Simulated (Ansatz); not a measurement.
# The perfect Rh wire along [110], 7 atoms a period

Wanted: the relaxed geometry and the bands of the Rh wire along [110], 7 atoms a period.

Method: DFT PBE, plane waves, PAW; relaxation of a wire's period; PAW set soft_1, in the first sound run; inputs show where later runs differ, in Ansatz 0.2.0.

### 1. Set-up

The cell holds 7 atoms: 7 Rh. Its edges and angles: a = 10.630 Å, b = 12.216 Å, c = 2.708 Å, α = 90.0°, β = 90.0°, γ = 90.0°. Vacuum lies along a and b. The structure's axis is c.

### 2. Relaxation of atoms and period

Band widths follow the bond lengths, so the wire is relaxed first. The atoms and the third cell vector are free; the box across stays fixed as vacuum. A Fermi-Dirac smearing is set since the result may be a metal. The pressure printed is a third of the stress's trace over the whole box, vacuum included; only the stress along the axis is relaxed.

File input.yaml:

```yaml
crystal:
  lattice:
    - [10.63, 0.0, 0.0]
    - [0.0, 12.216, 0.0]
    - [0.0, 0.0, 2.7082189719]
  atoms:
    - { symbol: Rh, position: [0.5, 0.27832351, 0.0] }
    - { symbol: Rh, position: [0.5, 0.500017925, 0.0] }
    - { symbol: Rh, position: [0.319849483, 0.389170718, 0.5] }
    - { symbol: Rh, position: [0.319849483, 0.610865132, 0.5] }
    - { symbol: Rh, position: [0.680150517, 0.389170718, 0.5] }
    - { symbol: Rh, position: [0.680150517, 0.610865132, 0.5] }
    - { symbol: Rh, position: [0.5, 0.72171234, 0.0] }
kpoints:
  mp_grid: { grid: [1, 1, 30] }
scf:
  occupations: { method: fermi_dirac, width: 0.05 }
hamiltonian:
  xc: pbe
  pseudopotentials: { kind: paw, azcp: { folder: soft_1 } }
relax:
  cell: { fix: [a, b, alpha, beta, gamma] }
  max_steps: 45
  f_tol: 0.03
```

The run is started by

```
> ansatz run input.yaml --threads 4 --pin off --max-ram 16384MiB --backend cpu --events-out ev --progress --plain --runs-dir out
```

Numbers of over 12 decimals in the logs are rounded to 6 here.

Log:

```text
Engine: ansatz 0.2.0, aarch64-unknown-linux-gnu
Pseudopotentials: kind: paw
Pseudopotential: Rh, paw, valence charge 17, recommended cutoff 420 eV (normal), soft_1/Rh.paw.azcp
Functional definition: PBE
  parameter kappa = 0.804
  parameter beta = 0.066725
  exchange = pbe_x(kappa = kappa, mu = beta*pi^2/3)
  correlation = pbe_c(beta = beta)
Crystal: 7 atoms, lattice volume = 351.679 Å³
Basis set: ecut = 420 eV, 6927 PW (Γ), exchange–correlation on 144×180×40 points (8 copies of the dense FFT grid, shifted against one another)
Bands: 72, of which v1, the nominal top of the filled ones, is band 60 counted from 1 (59 counted from 0)
Symmetry: 8 space group operations
Space group: Pmmm (ITA 47), of the structure as read, at distance tolerance 7.1e-5 Å
k-points: 16 of 30
Non-local potential: Rh, projectors of the file, l = 0: 3, l = 1: 2, l = 2: 2, l = 3: 1
PAW form: soft (Blöchl's): semilocal exchange-correlation on the pseudo side does not see the compensation charge
PAW one-centre angular grid: Rh, 590 points (default); XC on 64 Gauss nodes
Initial density: superposition of atomic densities (neutral atoms: chi_scale 0, normalization atom)
Initial wavefunctions: pseudopotential atomic-orbital guess
Functional: x = pbe(κ = 0.804, μ = 0.219515), c = pbe(β = 0.066725)
SCF iter   1: F=—  HF=-44813.970361 eV  |F-HF|=—  |Δ(HF+E_count)|=         —  Δρ=4.35e-2  dr2=1.07e1  ethr=3.10e-3  ⟨swp⟩=7.4  Hψ=4507  notcnv=0  defer=4
preconditioner: auto → LDOS  [metal: Δε(μ)=0.003 eV  Ē_g=4.494 eV  σ=0.050 eV  W_gap=0.02  n_scr=50 (ndim 8)  ℏωp=15.7 eV  f_vac=0.573  D(μ)=24.42/eV (n_scr^D=272)  β→1.0]
SCF iter   2: F=—  HF=-44815.725783 eV  |F-HF|=—  |Δ(HF+E_count)|=    1.76e0  Δρ=5.45e-2  dr2=1.81e1  ethr=3.10e-3  ⟨swp⟩=3.9  Hψ=3163  notcnv=0  defer=30
SCF iter   3: F=—  HF=-44811.226007 eV  |F-HF|=—  |Δ(HF+E_count)|=    4.50e0  Δρ=1.23e-2  dr2=7.30e-1  ethr=3.10e-3  ⟨swp⟩=3.0  Hψ=2540  notcnv=0  defer=27
SCF iter   4: F=—  HF=-44811.076276 eV  |F-HF|=—  |Δ(HF+E_count)|=   1.50e-1  Δρ=2.71e-3  dr2=2.68e-2  ethr=6.14e-4  ⟨swp⟩=2.2  Hψ=2099  notcnv=0  defer=28
SCF iter   5: F=—  HF=-44811.076053 eV  |F-HF|=—  |Δ(HF+E_count)|=   2.23e-4  Δρ=1.24e-3  dr2=7.57e-3  ethr=2.25e-5  ⟨swp⟩=2.1  Hψ=1960  notcnv=0  defer=28
SCF iter   6: F=—  HF=-44811.075826 eV  |F-HF|=—  |Δ(HF+E_count)|=   2.26e-4  Δρ=5.83e-4  dr2=2.09e-3  ethr=6.36e-6  ⟨swp⟩=2.4  Hψ=1749  notcnv=0  defer=28
SCF iter   7: F=—  HF=-44811.075813 eV  |F-HF|=—  |Δ(HF+E_count)|=   1.39e-5  Δρ=3.49e-4  dr2=7.18e-4  ethr=1.76e-6  ⟨swp⟩=1.1  Hψ=1125  notcnv=0  defer=28
SCF iter   8: F=—  HF=-44811.075786 eV  |F-HF|=—  |Δ(HF+E_count)|=   2.66e-5  Δρ=1.45e-4  dr2=1.42e-4  ethr=6.03e-7  ⟨swp⟩=1.2  Hψ=1179  notcnv=0  defer=28
SCF iter   9: F=—  HF=-44811.075807 eV  |F-HF|=—  |Δ(HF+E_count)|=   2.14e-5  Δρ=9.08e-5  dr2=5.66e-5  ethr=1.19e-7  ⟨swp⟩=2.1  Hψ=1570  notcnv=0  defer=28
SCF iter  10: F=—  HF=-44811.076038 eV  |F-HF|=—  |Δ(HF+E_count)|=   2.31e-4  Δρ=3.15e-5  dr2=4.40e-6  ethr=4.75e-8  ⟨swp⟩=1.7  Hψ=1255  notcnv=0  defer=28
SCF iter  11: F=—  HF=-44811.076039 eV  |F-HF|=—  |Δ(HF+E_count)|=   9.13e-7  Δρ=1.34e-5  dr2=6.31e-7  ethr=3.70e-9  ⟨swp⟩=2.0  Hψ=1639  notcnv=0  defer=28
SCF iter  12: F=—  HF=-44811.076039 eV  |F-HF|=—  |Δ(HF+E_count)|=   5.79e-8  Δρ=7.59e-6  dr2=2.22e-7  ethr=5.30e-10  ⟨swp⟩=2.5  Hψ=1932  notcnv=0  defer=28
SCF iter  13: F=-44811.076039 eV  HF=-44811.076039 eV  |F-HF|=1.90e-8  |Δ(HF+E_count)|=   6.73e-9  Δρ=2.07e-6  dr2=2.36e-8  ethr=8.40e-11  ⟨swp⟩=4.7  Hψ=3816  notcnv=0
SCF 1 converged in 13 iterations: F = -44811.076039 eV  dr2 = 2.36e-8
  greatest PAW one-centre occupation: 1.000 electrons in one spin orbital (limit 2), on the Rh atom at site 1 (counted from 0), in its partial waves of l = 0
relax step   1: F+E_penalty+E_count = -44811.07603935 eV  Δ(F+E_penalty+E_count) = +0.000e0 eV  max|allowed force component| = 1.254e0 eV/Å  Δτ_max = 0.0000 Å  P = -4.343 GPa  Ω = 351.679 Å³  fix = [a, b, alpha, beta, gamma]  reactions: a -3.237, b -3.839 GPa  (13 SCF iters, dr2 threshold 1.00e-7 eV, accepted)
Crystal: 7 atoms, lattice volume = 334.502 Å³
Basis set: ecut = 420 eV, 6559 PW (Γ), exchange–correlation on 144×180×40 points (8 copies of the dense FFT grid, shifted against one another)
Initial density: handed on by an earlier stage of this run
Initial wavefunctions: those handed on with the density
iter 1 solved again at ethr=1.68e-3 eV; its pass at ethr=3.10e-3 eV (dr2=2.00e0 eV) is discarded
SCF iter   1: F=—  HF=-44811.366548 eV  |F-HF|=—  |Δ(HF+E_count)|=         —  Δρ=1.74e-2  dr2=2.01e0  ethr=1.68e-3  ⟨swp⟩=1.6  Hψ=5568  notcnv=0
preconditioner: auto → LDOS  [metal: Δε(μ)=0.001 eV  Ē_g=5.023 eV  σ=0.050 eV  W_gap=0.01  n_scr=50 (ndim 8)  ℏωp=16.1 eV  f_vac=0.606  D(μ)=19.49/eV (n_scr^D=212)  β→1.0]
SCF iter   2: F=—  HF=-44811.304971 eV  |F-HF|=—  |Δ(HF+E_count)|=   6.16e-2  Δρ=9.65e-3  dr2=3.60e-1  ethr=1.68e-3  ⟨swp⟩=2.9  Hψ=1816  notcnv=0
SCF iter   3: F=—  HF=-44811.303978 eV  |F-HF|=—  |Δ(HF+E_count)|=   9.93e-4  Δρ=7.47e-3  dr2=3.27e-1  ethr=3.03e-4  ⟨swp⟩=2.1  Hψ=2322  notcnv=0  defer=28
SCF iter   4: F=—  HF=-44811.266321 eV  |F-HF|=—  |Δ(HF+E_count)|=   3.77e-2  Δρ=2.42e-3  dr2=2.52e-2  ethr=2.75e-4  ⟨swp⟩=2.1  Hψ=1802  notcnv=0  defer=28
SCF iter   5: F=—  HF=-44811.265198 eV  |F-HF|=—  |Δ(HF+E_count)|=   1.12e-3  Δρ=9.65e-4  dr2=5.53e-3  ethr=2.12e-5  ⟨swp⟩=2.9  Hψ=2216  notcnv=0  defer=28
SCF iter   6: F=—  HF=-44811.265373 eV  |F-HF|=—  |Δ(HF+E_count)|=   1.75e-4  Δρ=2.34e-4  dr2=2.47e-4  ethr=4.65e-6  ⟨swp⟩=2.0  Hψ=1678  notcnv=0  defer=28
SCF iter   7: F=—  HF=-44811.265629 eV  |F-HF|=—  |Δ(HF+E_count)|=   2.56e-4  Δρ=1.13e-4  dr2=9.96e-5  ethr=2.07e-7  ⟨swp⟩=2.2  Hψ=1668  notcnv=0  defer=28
SCF iter   8: F=—  HF=-44811.265631 eV  |F-HF|=—  |Δ(HF+E_count)|=   1.86e-6  Δρ=6.02e-5  dr2=2.32e-5  ethr=8.37e-8  ⟨swp⟩=1.3  Hψ=1147  notcnv=0  defer=28
SCF iter   9: F=—  HF=-44811.265631 eV  |F-HF|=—  |Δ(HF+E_count)|=   2.39e-7  Δρ=2.78e-5  dr2=5.83e-6  ethr=1.95e-8  ⟨swp⟩=1.8  Hψ=1209  notcnv=0  defer=28
SCF iter  10: F=-44811.265630 eV  HF=-44811.265631 eV  |F-HF|=4.76e-7  |Δ(HF+E_count)|=   1.33e-7  Δρ=1.11e-5  dr2=6.19e-7  ethr=5.88e-10  ⟨swp⟩=4.1  Hψ=4559  notcnv=0
SCF 2 converged in 10 iterations: F = -44811.265630 eV  dr2 = 6.19e-7
relax step   2: F+E_penalty+E_count = -44811.26563049 eV  Δ(F+E_penalty+E_count) = -1.896e-1 eV  max|allowed force component| = 1.296e0 eV/Å  Δτ_max = 0.1890 Å  P = +4.334 GPa  Ω = 334.502 Å³  energy of the carried Pulay correction = +2.823e-3 eV  fix = [a, b, alpha, beta, gamma]  reactions: a +4.390, b +4.390 GPa  (10 SCF iters, dr2 threshold 7.00e-7 eV, accepted)
Crystal: 7 atoms, lattice volume = 340.324 Å³
Basis set: ecut = 420 eV, 6679 PW (Γ), exchange–correlation on 144×180×40 points (8 copies of the dense FFT grid, shifted against one another)
iter 1 solved again at ethr=6.37e-4 eV; its pass at ethr=3.10e-3 eV (dr2=7.59e-1 eV) is discarded
SCF iter   1: F=—  HF=-44811.604603 eV  |F-HF|=—  |Δ(HF+E_count)|=         —  Δρ=1.05e-2  dr2=7.58e-1  ethr=6.37e-4  ⟨swp⟩=1.6  Hψ=5461  notcnv=0
preconditioner: auto → LDOS  [metal: Δε(μ)=0.009 eV  Ē_g=4.609 eV  σ=0.050 eV  W_gap=0.04  n_scr=50 (ndim 8)  ℏωp=16.0 eV  f_vac=0.591  D(μ)=24.67/eV (n_scr^D=288)  β→1.0]
SCF iter   2: F=—  HF=-44811.580402 eV  |F-HF|=—  |Δ(HF+E_count)|=   2.42e-2  Δρ=5.41e-3  dr2=1.64e-1  ethr=6.37e-4  ⟨swp⟩=2.0  Hψ=1369  notcnv=0
SCF iter   3: F=—  HF=-44811.584432 eV  |F-HF|=—  |Δ(HF+E_count)|=   4.03e-3  Δρ=4.53e-3  dr2=1.03e-1  ethr=1.37e-4  ⟨swp⟩=2.2  Hψ=1598  notcnv=0
SCF iter   4: F=—  HF=-44811.576440 eV  |F-HF|=—  |Δ(HF+E_count)|=   7.99e-3  Δρ=1.42e-3  dr2=6.71e-3  ethr=8.64e-5  ⟨swp⟩=1.9  Hψ=1312  notcnv=0  defer=13
SCF iter   5: F=—  HF=-44811.576853 eV  |F-HF|=—  |Δ(HF+E_count)|=   4.13e-4  Δρ=6.25e-4  dr2=1.26e-3  ethr=5.64e-6  ⟨swp⟩=2.0  Hψ=1606  notcnv=0  defer=19
SCF iter   6: F=—  HF=-44811.576807 eV  |F-HF|=—  |Δ(HF+E_count)|=   4.53e-5  Δρ=1.67e-4  dr2=2.19e-4  ethr=1.06e-6  ⟨swp⟩=1.6  Hψ=1245  notcnv=0  defer=19
SCF iter   7: F=—  HF=-44811.577001 eV  |F-HF|=—  |Δ(HF+E_count)|=   1.94e-4  Δρ=8.61e-5  dr2=5.43e-5  ethr=1.84e-7  ⟨swp⟩=1.7  Hψ=1201  notcnv=0  defer=19
SCF iter   8: F=—  HF=-44811.577005 eV  |F-HF|=—  |Δ(HF+E_count)|=   3.79e-6  Δρ=4.27e-5  dr2=1.33e-5  ethr=4.56e-8  ⟨swp⟩=1.9  Hψ=1316  notcnv=0  defer=19
SCF iter   9: F=—  HF=-44811.577005 eV  |F-HF|=—  |Δ(HF+E_count)|=   5.62e-7  Δρ=1.82e-5  dr2=2.48e-6  ethr=1.12e-8  ⟨swp⟩=1.7  Hψ=1213  notcnv=0  defer=19
SCF iter  10: F=-44811.577004 eV  HF=-44811.577005 eV  |F-HF|=3.80e-7  |Δ(HF+E_count)|=   3.04e-8  Δρ=7.34e-6  dr2=4.47e-7  ethr=5.88e-10  ⟨swp⟩=4.8  Hψ=3786  notcnv=0
SCF 3 converged in 10 iterations: F = -44811.577004 eV  dr2 = 4.47e-7
relax step   3: F+E_penalty+E_count = -44811.57700432 eV  Δ(F+E_penalty+E_count) = -3.114e-1 eV  max|allowed force component| = 2.564e-1 eV/Å  Δτ_max = 0.0895 Å  P = -0.694 GPa  Ω = 340.324 Å³  energy of the carried Pulay correction = +1.850e-3 eV  fix = [a, b, alpha, beta, gamma]  reactions: a -0.288, b -0.694 GPa  (10 SCF iters, dr2 threshold 7.00e-7 eV, accepted)
Crystal: 7 atoms, lattice volume = 337.723 Å³
Basis set: ecut = 420 eV, 6623 PW (Γ), exchange–correlation on 144×180×40 points (8 copies of the dense FFT grid, shifted against one another)
iter 1 solved again at ethr=7.73e-5 eV; its pass at ethr=3.10e-3 eV (dr2=9.19e-2 eV) is discarded
SCF iter   1: F=—  HF=-44811.599997 eV  |F-HF|=—  |Δ(HF+E_count)|=         —  Δρ=3.53e-3  dr2=9.15e-2  ethr=7.73e-5  ⟨swp⟩=2.2  Hψ=5178  notcnv=0
preconditioner: auto → LDOS  [metal: Δε(μ)=0.013 eV  Ē_g=4.704 eV  σ=0.050 eV  W_gap=0.06  n_scr=50 (ndim 8)  ℏωp=16.0 eV  f_vac=0.593  D(μ)=24.07/eV (n_scr^D=282)  β→1.0]
SCF iter   2: F=—  HF=-44811.596643 eV  |F-HF|=—  |Δ(HF+E_count)|=   3.35e-3  Δρ=1.74e-3  dr2=1.15e-2  ethr=7.69e-5  ⟨swp⟩=2.0  Hψ=1329  notcnv=0
SCF iter   3: F=—  HF=-44811.596346 eV  |F-HF|=—  |Δ(HF+E_count)|=   2.97e-4  Δρ=1.38e-3  dr2=1.33e-2  ethr=9.68e-6  ⟨swp⟩=2.0  Hψ=1416  notcnv=0
SCF iter   4: F=—  HF=-44811.595638 eV  |F-HF|=—  |Δ(HF+E_count)|=   7.08e-4  Δρ=3.31e-4  dr2=3.66e-4  ethr=9.68e-6  ⟨swp⟩=1.0  Hψ=1152  notcnv=0
SCF iter   5: F=—  HF=-44811.595880 eV  |F-HF|=—  |Δ(HF+E_count)|=   2.42e-4  Δρ=1.38e-4  dr2=1.15e-4  ethr=3.07e-7  ⟨swp⟩=2.0  Hψ=1668  notcnv=0
SCF iter   6: F=—  HF=-44811.595878 eV  |F-HF|=—  |Δ(HF+E_count)|=   1.81e-6  Δρ=3.26e-5  dr2=5.99e-6  ethr=9.68e-8  ⟨swp⟩=2.2  Hψ=1761  notcnv=0
SCF iter   7: F=—  HF=-44811.595879 eV  |F-HF|=—  |Δ(HF+E_count)|=   2.27e-7  Δρ=1.55e-5  dr2=7.04e-7  ethr=5.88e-10  ⟨swp⟩=3.8  Hψ=5033  notcnv=0
SCF iter   8: F=-44811.595879 eV  HF=-44811.595879 eV  |F-HF|=7.24e-8  |Δ(HF+E_count)|=   9.17e-8  Δρ=5.63e-6  dr2=1.54e-7  ethr=5.88e-10  ⟨swp⟩=4.4  Hψ=3663  notcnv=0
SCF 4 converged in 8 iterations: F = -44811.595879 eV  dr2 = 1.54e-7
relax step   4: F+E_penalty+E_count = -44811.59587862 eV  Δ(F+E_penalty+E_count) = -1.887e-2 eV  max|allowed force component| = 2.814e-2 eV/Å  Δτ_max = 0.0312 Å  P = +0.004 GPa  Ω = 337.723 Å³  energy of the carried Pulay correction = +2.283e-3 eV  fix = [a, b, alpha, beta, gamma]  reactions: a +0.124, b -0.015 GPa  (8 SCF iters, dr2 threshold 7.00e-7 eV, accepted)
Crystal: 7 atoms, lattice volume = 337.058 Å³
Basis set: ecut = 420 eV, 6615 PW (Γ), exchange–correlation on 144×180×40 points (8 copies of the dense FFT grid, shifted against one another)
iter 1 solved again at ethr=1.58e-5 eV; its pass at ethr=3.10e-3 eV (dr2=1.88e-2 eV) is discarded
SCF iter   1: F=—  HF=-44811.598034 eV  |F-HF|=—  |Δ(HF+E_count)|=         —  Δρ=1.62e-3  dr2=1.81e-2  ethr=1.58e-5  ⟨swp⟩=2.0  Hψ=4159  notcnv=0
preconditioner: auto → LDOS  [metal: Δε(μ)=0.003 eV  Ē_g=4.699 eV  σ=0.050 eV  W_gap=0.01  n_scr=50 (ndim 8)  ℏωp=16.1 eV  f_vac=0.592  D(μ)=24.19/eV (n_scr^D=288)  β→1.0]
SCF iter   2: F=—  HF=-44811.597446 eV  |F-HF|=—  |Δ(HF+E_count)|=   5.87e-4  Δρ=8.20e-4  dr2=1.90e-3  ethr=1.52e-5  ⟨swp⟩=1.8  Hψ=1424  notcnv=0
SCF iter   3: F=—  HF=-44811.597331 eV  |F-HF|=—  |Δ(HF+E_count)|=   1.15e-4  Δρ=6.77e-4  dr2=2.85e-3  ethr=1.60e-6  ⟨swp⟩=2.5  Hψ=2084  notcnv=0
SCF iter   4: F=—  HF=-44811.597147 eV  |F-HF|=—  |Δ(HF+E_count)|=   1.85e-4  Δρ=1.68e-4  dr2=1.14e-4  ethr=1.60e-6  ⟨swp⟩=1.0  Hψ=1152  notcnv=0
SCF iter   5: F=—  HF=-44811.597158 eV  |F-HF|=—  |Δ(HF+E_count)|=   1.09e-5  Δρ=9.19e-5  dr2=4.13e-5  ethr=9.56e-8  ⟨swp⟩=2.1  Hψ=1415  notcnv=0
SCF iter   6: F=—  HF=-44811.597067 eV  |F-HF|=—  |Δ(HF+E_count)|=   9.05e-5  Δρ=2.21e-5  dr2=2.36e-6  ethr=3.47e-8  ⟨swp⟩=1.8  Hψ=1237  notcnv=0
SCF iter   7: F=—  HF=-44811.597349 eV  |F-HF|=—  |Δ(HF+E_count)|=   2.81e-4  Δρ=7.99e-6  dr2=2.85e-7  ethr=1.98e-9  ⟨swp⟩=2.0  Hψ=1577  notcnv=0
SCF iter   8: F=—  HF=-44811.597349 eV  |F-HF|=—  |Δ(HF+E_count)|=   4.53e-8  Δρ=2.94e-6  dr2=4.51e-8  ethr=2.40e-10  ⟨swp⟩=2.3  Hψ=1600  notcnv=0
SCF iter   9: F=-44811.597349 eV  HF=-44811.597349 eV  |F-HF|=6.65e-9  |Δ(HF+E_count)|=   9.96e-9  Δρ=1.24e-6  dr2=8.56e-9  ethr=1.93e-11  ⟨swp⟩=5.0  Hψ=4113  notcnv=0
SCF 5 converged in 9 iterations: F = -44811.597349 eV  dr2 = 8.56e-9
relax step   5: F+E_penalty+E_count = -44811.59734868 eV  Δ(F+E_penalty+E_count) = -1.470e-3 eV  max|allowed force component| = 2.395e-2 eV/Å  Δτ_max = 0.0120 Å  P = +0.064 GPa  Ω = 337.058 Å³  energy of the carried Pulay correction = +2.394e-3 eV  fix = [a, b, alpha, beta, gamma]  reactions: a +0.080, b +0.104 GPa  (9 SCF iters, dr2 threshold 2.30e-8 eV, accepted)
Basis set: ecut = 420 eV, 6615 PW (Γ), exchange–correlation on 144×180×36 points (8 copies of the dense FFT grid, shifted against one another)
Initial wavefunctions: pseudopotential atomic-orbital guess (no wavefunctions were taken with the density)
iter 1 solved again at ethr=2.27e-6 eV; its pass at ethr=3.10e-3 eV (dr2=2.71e-3 eV) is discarded
SCF iter   1: F=—  HF=-44811.593601 eV  |F-HF|=—  |Δ(HF+E_count)|=         —  Δρ=9.57e-5  dr2=5.48e-6  ethr=2.27e-6  ⟨swp⟩=3.8  Hψ=7945  notcnv=0
eigensolver tolerance schedule: the retry pair's looser diagonalisation over-reported the residual by 493.06 of it (diagonalisation noise at 0.57 of the residual, at the tolerance the schedule requests for it); recorded, not acted on — ethr = c·dr2/N_el stays at c = 1.0e-1
preconditioner: auto → LDOS  [metal: Δε(μ)=0.001 eV  Ē_g=4.696 eV  σ=0.050 eV  W_gap=0.00  n_scr=50 (ndim 8)  ℏωp=16.1 eV  f_vac=0.592  D(μ)=24.33/eV (n_scr^D=288)  β→1.0]
SCF iter   2: F=—  HF=-44811.594134 eV  |F-HF|=—  |Δ(HF+E_count)|=   5.33e-4  Δρ=4.65e-5  dr2=3.57e-6  ethr=4.60e-9  ⟨swp⟩=3.0  Hψ=2421  notcnv=0
SCF iter   3: F=—  HF=-44811.594133 eV  |F-HF|=—  |Δ(HF+E_count)|=   1.07e-6  Δρ=1.26e-5  dr2=3.91e-7  ethr=3.00e-9  ⟨swp⟩=2.1  Hψ=2000  notcnv=0
SCF iter   4: F=—  HF=-44811.594133 eV  |F-HF|=—  |Δ(HF+E_count)|=   6.00e-8  Δρ=3.25e-6  dr2=3.97e-8  ethr=3.28e-10  ⟨swp⟩=3.1  Hψ=2295  notcnv=0
SCF iter   5: F=—  HF=-44811.594133 eV  |F-HF|=—  |Δ(HF+E_count)|=   3.93e-9  Δρ=1.01e-6  dr2=3.15e-9  ethr=3.33e-11  ⟨swp⟩=2.4  Hψ=1825  notcnv=0
SCF iter   6: F=—  HF=-44811.594133 eV  |F-HF|=—  |Δ(HF+E_count)|=   1.30e-9  Δρ=5.83e-7  dr2=2.08e-9  ethr=2.65e-12  ⟨swp⟩=2.4  Hψ=1939  notcnv=0
SCF iter   7: F=—  HF=-44811.594133 eV  |F-HF|=—  |Δ(HF+E_count)|=  1.02e-10  Δρ=2.65e-7  dr2=5.13e-10  ethr=1.75e-12  ⟨swp⟩=1.1  Hψ=1154  notcnv=0
SCF iter   8: F=—  HF=-44811.594133 eV  |F-HF|=—  |Δ(HF+E_count)|=  4.37e-11  Δρ=1.47e-7  dr2=1.18e-10  ethr=1.00e-12  ⟨swp⟩=1.1  Hψ=1153  notcnv=0
SCF iter   9: F=-44811.594133 eV  HF=-44811.594133 eV  |F-HF|=1.46e-11  |Δ(HF+E_count)|=  2.91e-11  Δρ=2.73e-8  dr2=2.37e-12  ethr=1.00e-12  ⟨swp⟩=4.4  Hψ=3682  notcnv=0
SCF 6 converged in 9 iterations: F = -44811.594133 eV  dr2 = 2.37e-12
relax step   6: F+E_penalty+E_count = -44811.59413300 eV  Δ(F+E_penalty+E_count) = +3.216e-3 eV  max|allowed force component| = 2.441e-2 eV/Å  Δτ_max = 0.0000 Å  P = +0.074 GPa  Ω = 337.058 Å³  fix = [a, b, alpha, beta, gamma]  reactions: a +0.088, b +0.111 GPa  stress off target by 2.29e-2 GPa on what of the cell is left free  SCF on the basis re-selected at this cell (its energy is not comparable with the rows above)  (9 SCF iters)
basis re-selected at this cell: Δ(F+E_penalty+E_count) = +3.216e-3 eV, ΔP = +0.010 GPa vs the last step (what re-selecting the basis moved, of the pressure what is left beyond the Pulay correction that the steps carried, after the strain that the cell walked since its last selection, with what the two solves' SCF thresholds leave and, on support functions, any second-order correction that the steps lacked; it is no measure of the basis error at this ecutwfc). The dense FFT grid was sized anew with the basis: this SCF ran on 72×90×18 points, the steps before it on 72×90×20, so part of this shift can come from that change (see relax.cell in the input reference). [rest of the remark cut]
SCF converged after 9 iterations
Free energy (F): -44811.594133 eV
Harris-Foulkes:  -44811.594133 eV  (|F-HF|=1.46e-11)
Internal energy: -44811.405392 eV  (E = F + TS)
E sigma→0 (E₀):  -44811.499763 eV
Entropy (-TS):   -0.188741 eV (-26.963 meV/atom)
Fermi energy:    3.085648 eV
--- Per-component energies (eV) ---
  E_band       = -2829.743042
  E_kinetic    = 3755.400599
  E_local      = -62546.130645  (includes V_loc(G=0)·N_el)
  E_nonlocal   = 2103.399504
  E_hartree    = 28822.237487
  E_xc         = -1401.075048
  E_vxc        = -1756.458870  (∫ρ·V_xc dr)
  E_paw        = -25228.948797  (= ΣΔE_a)
  E_vpaw       = -2030.429105  (= ΣTr[D̂ρ^β])
  E_aug_tail   = 0.000319  (compensation charges beyond the density's cutoff)
  E_ewald      = 9683.711190
  E_smearing   = -0.188741  (= −TS)
  E_closure    = 0.000000  (closes the sum)
  Σ components = -44811.594133   (vs F -44811.594133, Δ=0.00e0)
--- Forces (eV/Å), atoms counted from 1 ---
  atom   1  Rh     0.00000000    -0.02441327     0.00000000
  atom   2  Rh     0.00000000     0.00000000     0.00000000
  atom   3  Rh    -0.01690614     0.01241585     0.00000000
  atom   4  Rh    -0.01690614    -0.01241585     0.00000000
  atom   5  Rh     0.01690614     0.01241585     0.00000000
  atom   6  Rh     0.01690614    -0.01241585     0.00000000
  atom   7  Rh     0.00000000     0.02441327     0.00000000
  max |Σ_I F_I| component: 3.47e-18 eV/Å
--- Stress (GPa, compression-positive) ---
        0.087993       0.000000       0.000000
        0.000000       0.110533       0.000000
        0.000000       0.000000       0.022927
  P = ⅓ Tr σ = 0.0738 GPa (0.738 kbar)
--- Relaxed structure (5 steps of the walk, 5 accepted, 1 SCFs on fresh bases) ---
  F+E_penalty+E_count = -44811.59413300 eV   max|allowed force component| = 2.441e-2 eV/Å   (the final SCF, on the basis selected at the relaxed cell)
  cell:  # Å, volume = 337.0583 Å³
    - [10.63, 0.0, 0.0]
    - [0.0, 12.216, 0.0]
    - [0.0, 0.0, 2.595629]
  atoms:
    - { symbol: Rh, position: [0.5, 0.290010, 0.0] }
    - { symbol: Rh, position: [0.5, 0.500018, 0.0] }
    - { symbol: Rh, position: [0.319801, 0.393068, 0.5] }
    - { symbol: Rh, position: [0.319801, 0.606968, 0.5] }
    - { symbol: Rh, position: [0.680199, 0.393068, 0.5] }
    - { symbol: Rh, position: [0.680199, 0.606968, 0.5] }
    - { symbol: Rh, position: [0.5, 0.710025, 0.0] }
```

Run time: 46 s. Hardware: 4 threads of Arm Neoverse V1, shared host; peak memory 0.94 GiB; 2.9 min of CPU time.

(Part 1 of 2 ends here.)

[Logs are printed without paths, hosts, clocks, repeated set-up lines and the standing remarks that a program may print on its own settings, such as how far it seeks lower states.]

[Hosts, paths, dates, database ids (printed as entryN), source tags and the programs' standing remarks are cut or masked in the printed files.]
